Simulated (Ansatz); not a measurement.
**Localised basis functions on twisted Ti2CO2 MXene bilayer, 21.79° (70 atoms)**

Aim: test how closely localised support functions follow the reference on twisted Ti2CO2 MXene bilayer, 21.79° (70 atoms), and at what cost. A setting counts as converged where the r.m.s. difference of forces stays under 1 % of the r.m.s. force.

Method: Kohn-Sham DFT, PBE+D4, PAW (set soft_2), plane waves, in Ansatz 0.2.0.

The raw output is cut from this account; settings, times and results stay.

## (1) The system as given

The cell holds 70 atoms: 14 C, 28 Ti and 28 O. Its edges and angles: a = 8.017 Å, b = 8.017 Å, c = 23.630 Å, α = 90.0°, β = 90.0°, γ = 120.0°. It derives from Ti2CO2 (Ti2CO2 MXene). Ti2CO2 MXene (a = 3.03 Å) under Ti2CO2 MXene (a = 3.03 Å), bilayer, commensurate cell of 7 unit cells a layer, twist 21.79 deg; facing planes 2.75 Å apart; 12 Å of vacuum; layers as built, displaced by a Gaussian of 0.01 Å. Regions: layer 1, 35 atoms (7 C, 14 Ti and 14 O); layer 2, 35 atoms (7 C, 14 Ti and 14 O). Vacuum lies along c.

What the set-up can't give: Beside vacuum, support functions can miss their usual error bounds without a warning. The main run has no spin polarisation, so moments on Ti can't form in it, and no Hubbard term.

## (2) Plane-wave single point

The first run fixes the reference, at a cutoff of 420 eV.

Contents of input.yaml:

```yaml
crystal:
  lattice:
    - [8.0166, 0.0, 0.0]
    - [-4.0083, 6.94258, 0.0]
    - [0.0, 0.0, 23.63]
  atoms:
    - { symbol: C, position: [0.99746, 0.99652, 0.34814] }
    - { symbol: Ti, position: [0.18938, 0.2367, 0.40296] }
    - { symbol: Ti, position: [0.23949, 0.05155, 0.29185] }
    - { symbol: O, position: [0.24032, 0.04828, 0.44232] }
    - { symbol: O, position: [0.19151, 0.23875, 0.25472] }
    - { symbol: C, position: [0.14183, 0.42845, 0.3474] }
    - { symbol: Ti, position: [0.33401, 0.66912, 0.40333] }
    - { symbol: Ti, position: [0.38277, 0.47708, 0.29206] }
[... 58 atom lines left out ...]
    - { symbol: Ti, position: [0.0948, 0.47407, 0.7081] }
    - { symbol: Ti, position: [0.04718, 0.23917, 0.59679] }
    - { symbol: O, position: [0.04807, 0.23963, 0.74575] }
    - { symbol: O, position: [0.09621, 0.47869, 0.55864] }
kpoints:
  mp_grid: { grid: [3, 3, 1] }
hamiltonian:
  xc: pbe
  dispersion: d4
scf:
  occupations: { method: gaussian, width: 0.05 }
output:
  forces: true
  populations: intrinsic
  dos:
    method: { smearing: { sigma: 0.1 } }
    de: 0.1
    projected:
      site_lists:
        C: [C]
        O: [O]
        Ti: [Ti]
        layer_1: [0, 1, 2, 3, 4, 5, 6, 7, 8, 9, 10, 11, 12, 13, 14, 15, 16, 17, 18, 19, 20, 21, 22, 23, 24, 25, 26, 27, 28, 29, 30, 31, 32, 33, 34]
        layer_2: [35, 36, 37, 38, 39, 40, 41, 42, 43, 44, 45, 46, 47, 48, 49, 50, 51, 52, 53, 54, 55, 56, 57, 58, 59, 60, 61, 62, 63, 64, 65, 66, 67, 68, 69]
  eigenvalues: true
  write_density: true
  write_potential: true
  volumetric_format: npy
  elf: true
```

The run is started by

```
$ ansatz run input.yaml --threads 4 --pin off --max-ram 8192MiB --backend cpu --events-out ev --progress --plain --runs-dir out
```

It took 3.1 min on 4 threads of Intel Xeon Platinum 8375C at 2.90GHz (Ice Lake), shared host; peak memory 5.1 GiB.

The program notes that it cut back its work space to fit the memory limit and the exchange-correlation potential is rough where the density is thin.

Read from the output:

```
free energy                                      : -89478.7631 eV
free energy per atom                             : -1278.2680 eV/atom
SCF cycles                                       : 13
r.m.s. force component                           : 0.1788 eV/Å
longest force                                    : 0.6056 eV/Å
Fermi energy                                     : 4.451 eV
gap (highest filled to lowest empty level) : 0.3509 eV
potential in mid-vacuum, over the Fermi level    : 5.557 eV
potential 4.5 Å over the upper face              : 5.551 eV
potential 4.5 Å under the lower face             : 5.564 eV
```

The r.m.s. force component of 0.18 eV/Å sets the scale for the differences below.

## (3) Support functions medium

The cell is solved in localised support functions. Besides, the program derives a nominal cutoff of 464 eV for this run, against the reference's 420.

This step: Kohn-Sham DFT, PBE+D4, PAW (set soft_2), localised support functions (medium) (Ansatz 0.2.0).

input.yaml, the sections that differ from step 2:

```yaml
scf:
  occupations: { method: gaussian, width: 0.05 }
  eigensolver: { kind: { support_functions: { accuracy: medium } } }
  mixing: { beta: 0.2 }
  max_iter: 150
output:
  forces: true
# crystal, kpoints, hamiltonian: as in step 2
```

Run time: 5.4 min. Hardware: 4 threads; peak memory 4.7 GiB.

The program notes that the band table was not solved further than the SCF left it and it switched symmetry off.

Keys that differ from the reference: support_functions.accuracy = "medium", scf.max_iter = 150 and scf.mixing.beta = 0.2.

Forces differ from the reference by 0.9 meV/Å r.m.s., 0.50 % of their size, within a tolerance of 1 %; the energy by -4.4 meV/atom. It took roughly 1.7 times the reference's time (one timing each, with unlike analyses asked), in 21 cycles against 13.

## (4) Support functions low

With localised support functions most steps grow linearly with size, though the diagonalisation grows faster unless the density matrix is cut; this run measures error and cost at this size.

This step: Kohn-Sham DFT, PBE+D4, PAW (set soft_2), localised support functions (low) (Ansatz 0.2.0).

input.yaml, the sections that differ from step 3:

```yaml
scf:
  occupations: { method: gaussian, width: 0.05 }
  eigensolver: { kind: { support_functions: { accuracy: low } } }
  mixing: { beta: 0.2 }
  max_iter: 150
# crystal, kpoints, hamiltonian, output: as in step 3
```

Wall time 4.3 min (4 threads); peak memory 4.6 GiB; 16 min of CPU time.

Keys that differ from the reference: support_functions.accuracy = "low", scf.max_iter = 150 and scf.mixing.beta = 0.2.

Forces differ from the reference by 0.85 meV/Å r.m.s., 0.48 % of their size, within a tolerance of 1 %; the energy by -4.4 meV/atom.

## (5) Support functions medium, spacing 0.33 Å

The grid spacing sets how fine a wave the support functions can hold. Besides, the program derives a nominal cutoff of 464 eV for this run, against the reference's 420.

This step: Kohn-Sham DFT, PBE+D4, PAW (set soft_2), localised support functions (medium) (Ansatz 0.2.0).

input.yaml, the sections that differ from step 4:

```yaml
scf:
  occupations: { method: gaussian, width: 0.05 }
  eigensolver: { kind: { support_functions: { accuracy: medium, spacing: 0.33 } } }
  mixing: { beta: 0.2 }
  max_iter: 150
# crystal, kpoints, hamiltonian, output: as in step 4
```

Run time: 1.8 min. Hardware: 4 threads; peak memory 2.7 GiB.

Residual by cycle:

cycle, log10 residual and a bar from the least value:
```
        1        2.6 ##############################
        2        2.2 ###########################
        3        1.7 #######################
        4        1.2 ###################
        5        0.9 ################
        6        0.6 ##############
        7       -0.1 #########
        8       -0.2 ########
        9       -0.7 ####
       10       -1.2
```

The run was cut off at its time limit.

After 10 cycles the residual stands at 0.059.

The session had allowed this step about 1.8 min.

## (6) Support functions medium, spacing 0.275 Å

input.yaml, the sections that differ from step 5:

```yaml
scf:
  occupations: { method: gaussian, width: 0.05 }
  eigensolver: { kind: { support_functions: { accuracy: medium, spacing: 0.275 } } }
  mixing: { beta: 0.2 }
  max_iter: 150
# crystal, kpoints, hamiltonian, output: as in step 5
```

It took 2.9 min on 4 threads; peak memory 2.8 GiB; 11 min of CPU time.

Residual by cycle:

cycle, log10 residual and a bar from the least value:
```
        1        2.6 ##############################
        3        1.7 ##########################
        4        1.2 ########################
        6        0.5 #####################
        8       -0.2 ##################
        9       -0.9 ################
       11       -1.7 #############
       12       -2.1 ###########
       14       -3.2 #######
       16       -3.6 #####
       17       -4.0 ###
       19       -4.8
```

The run was cut off at its time limit.

After 19 cycles the residual stands at 1.5e-5.

The session had allowed this step about 2.9 min.

## (7) Support functions medium, spacing 0.238 Å

input.yaml, the sections that differ from step 6:

```yaml
scf:
  occupations: { method: gaussian, width: 0.05 }
  eigensolver: { kind: { support_functions: { accuracy: medium, spacing: 0.238 } } }
  mixing: { beta: 0.2 }
  max_iter: 150
# crystal, kpoints, hamiltonian, output: as in step 6
```

Run time: 3.5 min. Hardware: 4 threads; peak memory 3.4 GiB; 13 min of CPU time.

The program notes that the grid leaves an egg-box force.

Forces differ from the reference by 1.2 meV/Å r.m.s., 0.67 % of their size, within a tolerance of 1 %; the energy by -5.7 meV/atom. The setting is coarser than the default on purpose.

## (8) Support functions medium, spacing 0.211 Å

input.yaml, the sections that differ from step 7:

```yaml
scf:
  occupations: { method: gaussian, width: 0.05 }
  eigensolver: { kind: { support_functions: { accuracy: medium, spacing: 0.211 } } }
  mixing: { beta: 0.2 }
  max_iter: 150
# crystal, kpoints, hamiltonian, output: as in step 7
```

The job ended after 5.1 min (4 threads; peak memory 4.7 GiB; 19 min of CPU time).

Keys that differ from the reference: support_functions.accuracy = "medium", support_functions.spacing = 0.211, scf.max_iter = 150 and scf.mixing.beta = 0.2.

Forces differ from the reference by 0.93 meV/Å r.m.s., 0.52 % of their size, within a tolerance of 1 %; the energy by -4.5 meV/atom. It took roughly 1.6 times the reference's time (one timing each, with unlike analyses asked), in 21 cycles against 13.

## (9) Support functions medium, spacing 0.165 Å

input.yaml, the sections that differ from step 8:

```yaml
scf:
  occupations: { method: gaussian, width: 0.05 }
  eigensolver: { kind: { support_functions: { accuracy: medium, spacing: 0.165 } } }
  mixing: { beta: 0.2 }
  max_iter: 150
# crystal, kpoints, hamiltonian, output: as in step 8
```

The job ended after 5.8 min (4 threads; peak memory 5.4 GiB; 22 min of CPU time).

Keys that differ from the reference: support_functions.accuracy = "medium", support_functions.spacing = 0.165, scf.max_iter = 150 and scf.mixing.beta = 0.2.

Forces differ from the reference by 0.80 meV/Å r.m.s., 0.44 % of their size, within a tolerance of 1 %; the energy by -4.4 meV/atom. It took roughly 1.9 times the reference's time (one timing each, with unlike analyses asked), in 22 cycles against 13.

## (10) All settings compared

Each row is set against the plane-wave reference (Kohn-Sham DFT, PBE+D4, PAW (set soft_2), plane waves; r.m.s. force component 0.179 eV/Å). Energies are set beside the reference only for runs with its functional, potentials and electron count. Times are for 4 threads of Intel Xeon Platinum 8375C at 2.90GHz (Ice Lake), shared host. The reference's time includes the DOS, ELF and grids, which some other runs skip.

```
                                      run  Δ force, r.m.s. (meV/Å)  share of r.m.s. force (%)  Δ energy (meV/atom)  Δ gap (eV)  cycles     time  host memory (GiB)
                                reference                        -                          -                    -           -      13  3.1 min                5.1
                 support functions medium                      0.9                      0.503                -4.36      3.0e-4      21  5.4 min                4.7
                    support functions low                     0.85                      0.475                -4.36      4.0e-4      19  4.3 min                4.6
support functions medium, spacing 0.238 Å                     1.20                      0.670                -5.71      4.0e-4      21  3.5 min                3.4
support functions medium, spacing 0.211 Å                    0.929                      0.519                -4.50           0      21  5.1 min                4.7
support functions medium, spacing 0.165 Å                    0.795                      0.444                -4.41      1.0e-4      22  5.8 min                5.4
```

## (11) What the reference run shows

The comparisons rest on this run, so its electronic structure is set out here.

Length of the force by element and coordination:

```
element  coordination  atoms  mean length of the force (eV/Å)  spread   least   most
      C           all     14                            0.336   0.088   0.235  0.606
      O           all     28                            0.243   0.105  0.0518  0.500
     Ti           all     28                            0.310   0.115  0.0471  0.556
```

Intrinsic-atomic-orbital charges by element and coordination:

```
element  coordination  atoms  mean charge (e)  spread   least    most
      C           all     14           -0.944  0.0015  -0.947  -0.942
      O           all     28           -0.639  0.0049  -0.651  -0.630
     Ti           all     28             1.11  0.0041    1.10    1.12
```

By region:

```
 region  atoms  mean length of the force (eV/Å)  net charge (e)
layer 1     35                            0.279               0
layer 2     35                            0.298               0
```

Density of states as counts of states in windows of 0.5 eV (from the Fermi level), total and the larger projections:

```
from (eV)  to (eV)  total  layer 2  layer 1  Ti d   O p  C p
      -10     -9.5    6.0      2.7      3.2   1.4   0.0  0.0
     -9.5       -7    0.0      0.0      0.0   0.0   0.0  0.0
       -7     -6.5    0.9      0.6      0.4   0.2   0.4  0.2
     -6.5       -6   11.4      5.8      5.5   2.8   5.8  1.6
       -6     -5.5   35.3     17.6     17.5   8.4  22.4  2.1
     -5.5       -5   30.7     15.4     15.1   7.9  18.2  3.1
       -5     -4.5   57.1     28.4     28.4  13.3  37.0  4.9
     -4.5       -4   31.2     15.1     15.9   4.5  23.5  1.2
       -4     -3.5    7.1      3.6      3.5   2.1   3.1  1.6
     -3.5       -3   15.6      7.8      7.7   4.7   5.6  4.7
       -3     -2.5   15.8      7.8      7.8   4.8   4.0  6.2
     -2.5       -2   20.0      9.9      9.8   5.0   5.6  8.7
       -2     -1.5   15.3      7.6      7.6   4.9   3.1  6.8
     -1.5       -1    9.3      4.5      4.8   2.2   2.9  3.8
       -1     -0.5    1.3      0.6      0.8   0.4   0.3  0.5
     -0.5        0    0.9      0.4      0.4   0.1   0.3  0.5
        0      0.5   13.2      6.9      6.2  10.1   2.5  0.4
      0.5        1   16.1      7.7      8.2  13.3   1.9  0.7
```

Between -26 and -10 eV lie 78 more states.

The levels nearest the highest filled one (over half full), pooled over k-points and spins:

```
level less the highest filled one (eV)  occupation
                                -0.795           2
                                -0.793           2
                               -0.0482           2
                               -0.0215           2
                               -0.0152           2
                                     0           2
                                 0.351           0
                                 0.375           0
                                 0.383           0
                                 0.397           0
                                 0.401           0
                                 0.403           0
```

Planar average of the electrostatic potential energy along the normal, with the Fermi level as zero, after a running mean with a triangular window 4 Å wide at its base:

```
height (Å)  potential energy (eV)
       0.0                   5.56
       0.7                   5.56
       1.3                   5.56
       2.1                   5.57
       2.7                   5.56
       3.4                   5.50
       4.0                   5.00
       4.7                   2.67
       5.3                  -0.80
       6.1                  -5.82
       6.6                  -8.53
       7.4                  -9.35
       8.1                  -9.06
       8.7                  -9.18
       9.5                  -9.23
      10.0                  -7.62
      10.8                  -3.35
      11.4                  -0.14
      12.1                   0.33
      12.7                  -2.36
      13.4                  -6.89
      14.0                  -9.02
      14.8                  -9.31
      15.4                  -9.11
      16.1                  -9.32
      16.8                  -8.95
      17.4                  -6.71
      18.2                  -1.89
      18.8                   1.87
      19.5                   4.67
      20.1                   5.42
      20.8                   5.54
      21.4                   5.55
      22.2                   5.55
      22.7                   5.55
      23.5                   5.56
```

Valence density in the ca plane at fractional y = 0.046, with atoms of Ti and O within 0.2 Å of it. It is the smooth field of the valence electrons, not physical close to the nuclei.

Ten steps, logarithmic in the rise over the least value, from '0' (0.0 e/Å³) to '9' (9.7 e/Å³), each cell a mean:
```
23455532222100001122234554322111000000000000
23334333333210012343223343444211000000000000
32222234443210024775322223688621000000000000
32222246643210136887421124899731000000000000
32223346642100136887421124899731000000000000
22334344421100024665322223677531100000000000
22344433221100012344442222344443200000000000
23444432222210001246874222224675310000000000
33344332233210000158985322225787410000000000
33233334433210001247885222224676310000000000
32222357753110001235653222223454200000000000
42122379973100001333333333333322100000000000
32222368863100001232223444332211000000000000
32222246643210001222233444322211000000000000
65322223455421000122333443322332100000000000
98632112578742001124553332223454200000000000
99732113589852001235663222224554210000000000
98632222478742001335653222234554200000000000
66433322345421001233333333333332100000000000
33444432222210001222234454322211000000000000
23455543211000000111234565422110000000000000
23456543211000000011235665421110000000000000
```
Columns run along c (16.0 Å, from fractional 0.29 to 0.96 of the cell), rows up along a (8.0 Å). Atoms in or near the plane, at fractional coordinates: Ti at (0.29, 0.24), O at (0.44, 0.24), Ti at (0.71, 0.81), O at (0.56, 0.81).

(Part 1 of 2 ends here.)

[Long decimals in the printed logs are rounded to 6 places.]

[Logs are printed without paths, hosts, clocks, repeated set-up lines and the standing remarks that a program may print on its own settings, such as how far it seeks lower states.]

[Hosts, paths, dates, database ids (printed as entryN), source tags and the programs' standing remarks are cut or masked in the printed files.]
